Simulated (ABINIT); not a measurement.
# NaMgF3 (Pm-3m): G0W0 with ABINIT, start to end, part 3 of 3

Aim: the G0W0 gap of NaMgF3 (Pm-3m) on LDA, step by step.

ABINIT 10.8.3; LDA and many-body steps on it, plane waves. Known limits of the many-body steps: not at the basis limit; coarse k mesh.

So far. Step 4 (Empty states on the mesh, 2×2×2 mesh, 49 bands): On this mesh the gap is 5.650 eV. Step 5 (Screening, 2×2×2 mesh, 45 bands, screening to 87.1 eV): Local fields lower ε∞ by 3 %. On a Γ-centred mesh this coarse the value itself is usually too large, while a short band sum pulls it down.

**6. Self-energy, 2×2×2 mesh, 45 bands, screening to 87.1 eV**

The self-energy is evaluated for the states that the input lists, and the levels follow from it, in one-shot runs by the linearised quasiparticle equation.

This step: G0W0 on LDA, plane waves, norm-conserving pseudopotentials.

Input file run.abi:

```
acell 3*1.0 Angstrom
rprim 
  3.950839000000 0.000000000000 0.000000000000
  0.000000000000 3.950839000000 0.000000000000
  0.000000000000 0.000000000000 3.950839000000
ntypat 3
znucl 11 12 9
natom 5
typat 1 2 3 3 3
xred 
  0.000000000000 0.000000000000 0.000000000000
  0.500000000000 0.500000000000 0.500000000000
  0.500000000000 0.500000000000 0.000000000000
  0.500000000000 0.000000000000 0.500000000000
  0.000000000000 0.500000000000 0.500000000000
pp_dirpath "pseudos"
pseudos "Na.upf, Mg.upf, F.upf"
ecut 38
ngkpt 2 2 2
nshiftk 1
shiftk 0 0 0
kptopt 1
chksymbreak 0
istwfk *1
occopt 1
irdwfk 1
optdriver 4
nband 45
gwcalctyp 0
ecutsigx 38
symsigma 1
nkptgw 2
kptgw 
  0.5000000000 0.5000000000 0.5000000000
  0.0000000000 0.0000000000 0.0000000000
bdgw 
  18 24
  18 22
ecuteps 3.2
irdscr 1
ppmodel 1
indata_prefix "in"
outdata_prefix "out"
tmpdata_prefix "tmp"
```

Started as:

```console
> OMP_NUM_THREADS=1 mpirun -n 4 abinit run.abi > log
```

Numbers of over 12 decimals in the logs are rounded to 6 here.

What it wrote:

```text
.Version 10.8.3 of ABINIT. v10.8.2 released Aug 2026.

 Symmetries : space group Pm -3 m (#221); Bravais cP (primitive cubic)
[... echo of the input left out ...]
== DATASET  1 ==================================================================
-   mpi_nproc: 4, omp_nthreads: 1 (-1 if OMP is not activated)

--- !DatasetInfo
iteration_state: {dtset: 1, }
dimensions: {natom: 5, nkpt: 4, mband: 45, nsppol: 1, nspinor: 1, nspden: 1, mpw: 4700, }
cutoff_energies: {ecut:  38.0, pawecutdg:  -1.0, }
electrons: {nelect:   4.00000000E+01, charge:   0.00000000E+00, occopt:   1.00000000E+00, tsmear:   1.00000000E-02, }

 SIGMA: Calculation of the GW corrections

 Based on a program developped by R.W. Godby, V. Olevano, G. Onida, and L. Reining.
 Incorporated in ABINIT by V. Olevano, G.-M. Rignanese, and M. Torrent.
.Using double precision arithmetic ; gwpc =  8

[... cell and pseudopotentials left out ...]
--------------------------------------------------------------------------------

 ==== K-mesh for the wavefunctions ====
 Number of points in the irreducible wedge :     4
[... list of points left out ...]
 Together with 48 symmetry operations and time-reversal symmetry
 yields     8 points in the full Brillouin Zone.

 ==== Q-mesh for screening function ====
 Number of points in the irreducible wedge :     4
[... list of points left out ...]
 Together with 48 symmetry operations and time-reversal symmetry
 yields     8 points in the full Brillouin Zone.

 vcoul_init : cutoff-mode = AUXILIARY_FUNCTION
 q-points for optical limit:   1
     1)      0.000010    0.000020    0.000030
 setmesh: FFT mesh size selected  =    45x   45x   45
          total number of points  =        91125

 Number of electrons calculated from density =   40.0000; Expected =   40.0000
 average of density, n =  0.096116
 r_s =    1.3543
 omega_plasma =   29.9057 [eV]

 === KS Band Gaps ===
  >>>> For spin  1
   Minimum direct gap =   6.1069 [eV], located at k-point      :   0.0000  0.0000  0.0000
   Fundamental gap    =   5.6505 [eV], Top of valence bands at :   0.5000  0.5000  0.5000
                                       Bottom of conduction at :   0.0000  0.0000  0.0000
 SIGMA fundamental parameters:
 PLASMON POLE MODEL  1
 number of plane-waves for SigmaX                 4697
 number of plane-waves for SigmaC and W            123
 number of plane-waves for wavefunctions          4697
 number of bands                                    45
 number of independent spin polarizations            1
 number of spinorial components                      1
 number of k-points in IBZ                           4
 number of q-points in IBZ                           4
 number of symmetry operations                      48
 number of k-points in BZ                            8
 number of q-points in BZ                            8
 number of frequencies for dSigma/dE                 9
 frequency step for dSigma/dE [eV]                0.25
 number of omega for Sigma on real axis              0
 max omega for Sigma on real axis  [eV]           0.00
 zcut for avoiding poles [eV]                     0.10

 EPSILON^-1 parameters (SCR file):
 dimension of the eps^-1 matrix on file            123
 dimension of the eps^-1 matrix used               123
 number of plane-waves for wavefunctions          4697
 number of bands                                    45
 number of q-points in IBZ                           4
 number of frequencies                               2
 number of real frequencies                          1
 number of imag frequencies                          1

 matrix elements of self-energy operator (all in [eV])

 Perturbative Calculation

--- !SelfEnergy_ee
iteration_state: {dtset: 1, }
kpoint     : [   0.500,    0.500,    0.500, ]
spin       : 1
KS_gap     :    9.965
QP_gap     :   14.971
Delta_QP_KS:    5.005
data: !SigmaeeData |
     Band     E0 <VxcDFT>   SigX SigC(E0)      Z dSigC/dE  Sig(E)    E-E0       E
       18  -1.120 -22.707 -30.255   4.841   0.820  -0.220 -24.926  -2.220  -3.340
       19  -1.120 -22.707 -30.255   4.841   0.820  -0.220 -24.926  -2.220  -3.340
       20  -1.120 -22.707 -30.255   4.841   0.820  -0.220 -24.926  -2.220  -3.340
       21   8.845  -8.476  -3.052  -2.349   0.906  -0.104  -5.690   2.786  11.631
       22  11.369 -10.675  -4.721  -2.456   0.895  -0.117  -7.545   3.130  14.500
       23  11.369 -10.675  -4.721  -2.456   0.895  -0.117  -7.545   3.130  14.500
       24  11.369 -10.675  -4.721  -2.456   0.895  -0.117  -7.545   3.130  14.500

--- !SelfEnergy_ee
iteration_state: {dtset: 1, }
kpoint     : [   0.000,    0.000,    0.000, ]
spin       : 1
KS_gap     :    6.107
QP_gap     :   10.867
Delta_QP_KS:    4.760
data: !SigmaeeData |
     Band     E0 <VxcDFT>   SigX SigC(E0)      Z dSigC/dE  Sig(E)    E-E0       E
       18  -1.576 -22.397 -29.913   4.767   0.821  -0.218 -24.654  -2.257  -3.833
       19  -1.576 -22.397 -29.913   4.767   0.821  -0.218 -24.654  -2.257  -3.833
       20  -1.576 -22.397 -29.913   4.767   0.821  -0.218 -24.654  -2.257  -3.833
       21   4.530 -10.163  -5.208  -2.179   0.902  -0.109  -7.660   2.503   7.034
       22  11.776 -12.005  -5.502  -2.535   0.900  -0.111  -8.434   3.570  15.347

== END DATASET(S) ==============================================================
================================================================================

 -outvars: echo values of variables after computation  --------
           etotal      0.0000000000E+00
            nband          45
             nkpt           4
          spgroup         221
 [... the other variables as echoed above ...]

 Calculation completed.
```

Run time: 3 s. Hardware: 4 MPI ranks of Intel Xeon 6975P-C (Granite Rapids), shared host; peak memory 0.18 GiB.

Numbers from this step:

| Item | Value |
| --- | --- |
| G0W0 gap on the points computed | 10.37 eV |
| starting gap on the mesh | 5.650 eV |
| k of the valence top | 0.5, 0.5, 0.5 |
| k of the conduction bottom | 0, 0, 0 |
| Z at the valence top | 0.82 |
| Z at the conduction bottom | 0.902 |
| least direct G0W0 gap on the computed points | 10.87 eV |

The gap on the mesh goes from 5.65 eV to 10.37 eV, a correction of +4.72 eV.

Limits: finite bands, cutoff and mesh; coarse k mesh. v1 is the top filled band, c1 the lowest empty one. Levels before and after the correction, in eV, zero at the valence-band top of each column:

```
           conduction bottom  valence top
Kohn-Sham               5.65         0.00
     G0W0              10.37         0.00
```

```
                         level  energy (eV)
Kohn-Sham  (0.5 0.5 0.5) v3-v1        0.000
Kohn-Sham     (0.5 0.5 0.5) c1        9.965
Kohn-Sham  (0.5 0.5 0.5) c2-c4       12.489
Kohn-Sham              Γ v3-v1       -0.456
Kohn-Sham                 Γ c1        5.650
Kohn-Sham                 Γ c2       12.896
     G0W0  (0.5 0.5 0.5) v3-v1        0.000
     G0W0     (0.5 0.5 0.5) c1       14.971
     G0W0  (0.5 0.5 0.5) c2-c4       17.840
     G0W0              Γ v3-v1       -0.493
     G0W0                 Γ c1       10.374
     G0W0                 Γ c2       18.687
```

**7. Where the time went**

Times are wall times on 4 MPI ranks of Intel Xeon 6975P-C (Granite Rapids), shared host, good to a factor of about two.

```
                          step   time  share  memory (GiB)
                  ground state   18 s   37 %          0.38
bands along the symmetry lines   19 s   40 %           0.4
      empty states on the mesh  4.7 s   10 %          0.31
                     screening  3.5 s    7 %          0.59
                   self-energy    3 s    6 %          0.18
```

**8. Results**

| Item | Value |
| --- | --- |
| LDA gap | 5.65 eV, indirect |
| G0W0 gap on the mesh | 10.37 eV |
| GW settings | 2×2×2 mesh, 45 bands, screening to 87.1 eV, Godby-Needs plasmon pole |
| known limits | not at the basis limit; coarse k mesh |

What this shows: G0W0 moves the gap on the mesh from 5.65 eV to 10.37 eV (+4.72 eV), with Z of 0.82 and 0.90 at the edges. Local fields lower the RPA ε∞ on this mesh from 1.95 to 1.90; a Γ-centred mesh this coarse tends to raise both, most where the direct gap is narrow, while a short band sum lowers them. Only 2 of the mesh's irreducible points were corrected, so a valley elsewhere could overtake. Bands and cutoff are finite, so the gap is not at the basis limit. The miss can reach some tenths of an eV and take either sign; the mesh is an error of its own. In the G0W0 run levels were corrected at 2 k points alone, so a gap called «on the mesh» is the least over those, and an edge elsewhere would be missed. The 2×2×2 mesh is coarse for this cell, which bears on the long-range parts of exchange and screening. This is the ideal cubic cell; many perovskites, halides above all, are cubic only on average, and local tilts or off-centring can widen the gap.

[Paths, hosts, dates, memory and timing lines, banners, echoed tables and standing remarks are left out of the program output.]

[Logs are printed without paths, hosts, clocks, repeated set-up lines and the standing remarks that a program may print on its own settings, such as how far it seeks lower states.]

[Runs of the session that timed out or met a known fault of the program may be left out.]

[Hosts, paths, dates, database ids (printed as entryN), source tags and the programs' standing remarks are cut or masked in the printed files.]

[G0W0 gaps are taken among the corrected bands and points alone; a level outside them can change the order at an edge.]

[Where Ansatz stands beside ABINIT at settings called matched, ABINIT's density can come from a denser mesh and the files from another edition; pairs whose starting gaps differed by over 0.03 eV were left out, so agreement reads better than it is.]
